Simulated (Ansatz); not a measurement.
## Al2O3 (R-3c): refractive index against wavelength

The refractive index of Al2O3 (R-3c) along x below the direct gap (6.22 eV on the mesh) is read from one computed spectrum, n = √(Re ε). x, y and z are the Cartesian axes of the input cell.

Symmetry: R-3c, No. 167, trigonal system. The conventional cell has a = 4.760 Å, b = 4.760 Å, c = 12.996 Å, α = 90.00°, β = 90.00°, γ = 120.00°. Al on site c is surrounded by 6 O at 1.85 to 1.97 Å. O on site e is surrounded by 4 Al at 1.85 to 1.97 Å.

Method: Ansatz 0.2.0, PBE, independent particles, k-mesh 6×6×6 with interpolation inside its cells, Gaussian parameter 0.1 eV.

Launch of the response step: `ansatz run input.yaml --threads 8 --pin off --max-ram 16384MiB --backend cpu --events-out ev --progress --plain --runs-dir out`. The run took 9 s, on 8 threads of Arm Neoverse V2, on a shared host.

| wavelength (nm) | photon energy E (eV) | n |
| --- | --- | --- |
| 700 | 1.771 | 1.8366 |
| 633 | 1.959 | 1.8396 |
| 532 | 2.331 | 1.8465 |
| 450 | 2.755 | 1.8563 |
| 405 | 3.061 | 1.8646 |
| 365 | 3.397 | ? |
| 308 | 4.025 | 1.8995 |

In the single-oscillator model n² − 1 = E₀E_d/(E₀² − E²), so 1/(n² − 1) = E₀/E_d − E²/(E₀E_d) is linear in E².

Working, on the rows shown:

| x = E² (eV²) | y = 1/(n² − 1) |
| --- | --- |
| 3.13716 | 0.42139 |
| 3.83641 | 0.419441 |
| 5.43137 | 0.415013 |
| 7.59115 | 0.408856 |
| 9.37179 | 0.403758 |
| 16.2043 | 0.383421 |

Means: x̄ = 7.5954, ȳ = 0.40865. Σ(x − x̄)(y − ȳ) = -0.337, Σ(x − x̄)² = 116. Slope = -0.337 / 116 = -0.002906; intercept = ȳ − slope · x̄ = 0.43072. Turned back into n, the line misses the rows shown by at most 0.00045.

Q: Predict the last column of the withheld row from the fit.

A: At x = 11.538 the line gives y = 0.39719, that is 1.8756. The run gave 1.8752, so the interpolation is off by 0.00036, 0.6 % of the range in the table.

Refitted with all rows, the slope is -0.002901 and the intercept 0.43071. These give E₀ = √(intercept/−slope) = 12.19 eV and E_d = E₀/intercept = 28.3 eV; E₀ is 2.0 times the direct gap. The electronic limit at long wavelengths, without lattice vibrations, is n = √(1 + 1/intercept) = 1.823. Excitons are left out and so are local fields; PBE gaps are as a rule too small.
